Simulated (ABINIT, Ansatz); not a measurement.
```
! title: TlS (I4/mcm): one start, several treatments of the self-energy
! method: RPA screening on LDA, plane waves, norm-conserving pseudopotentials (and 3 further levels or steps)
! program: ABINIT 10.8.3
! settings: cutoff 34 Ha, PseudoDojo scalar-relativistic 0.4.1 stringent, norm-conserving, ngkpt (2, 2, 2), nband 304, ecuteps 5.2 Ha, inclvkb 2, shiftk (0, 0, 0), symchi 1, awtr 1, frequency ppm, 2×2×2 k-mesh
! cost: 6 runs, 21 min in all on 8 MPI ranks of Arm Neoverse V2, shared host
! notes: The database entry behind the starting cell is an old determination (1949). The program’s warnings: nproc spkpt=  >= nkpt= * nsppol=. The cell and positions come from the Crystallography Open Database and are kept as given unless a step says otherwise. Limits: no spin-orbit coupling. The 2×2×2 mesh is coarse for this cell, which bears on the long-range parts of exchange and screening.
! G0W0, Godby-Needs plasmon pole: 1.498 eV
! G0W0, von der Linden-Horsch plasmon pole: 1.526 eV
! G0W0, Engel-Farid plasmon pole: 1.543 eV
! one-shot Hartree-Fock: 5.895 eV
! known limits: short of the basis limit; no spin-orbit coupling; coarse k mesh
CELL_PARAMETERS angstrom
-3.89300 3.89300 3.40000
3.89300 -3.89300 3.40000
3.89300 3.89300 -3.40000
ATOMIC_POSITIONS crystal
Tl 0.75000 0.25000 0.50000
Tl 0.25000 0.75000 0.50000
Tl 0.25000 0.25000 0.00000
Tl 0.75000 0.75000 0.00000
S 0.67900 0.17900 0.85800
S 0.17900 0.32100 0.50000
S 0.32100 0.82100 0.14200
S 0.82100 0.67900 0.50000
```

[Long decimals in the printed logs are rounded to 6 places.]

[Logs are printed without paths, hosts, clocks, repeated set-up lines and the standing remarks that a program may print on its own settings, such as how far it seeks lower states.]

[Paths, hosts, dates, memory and timing lines, banners, echoed tables and standing remarks are left out of the program output; an Ansatz launch command may be rebuilt from the run's recorded settings. Measured values are a selection of at most five: reports struck by readers or far from the other reports are left out. None is set beside runs whose start may be inverted or whose files or cutoffs have a known fault.]

[Runs of the session that timed out or met a known fault of the program may be left out.]

[Hosts, paths, dates, database ids (printed as entryN), source tags and the programs' standing remarks are cut or masked in the printed files.]

[G0W0 gaps are taken among the corrected bands and points alone; a level outside them can change the order at an edge.]

[Where Ansatz stands beside ABINIT at settings called matched, ABINIT's density can come from a denser mesh and the files from another edition; pairs whose starting gaps differed by over 0.03 eV were left out, so agreement reads better than it is.]
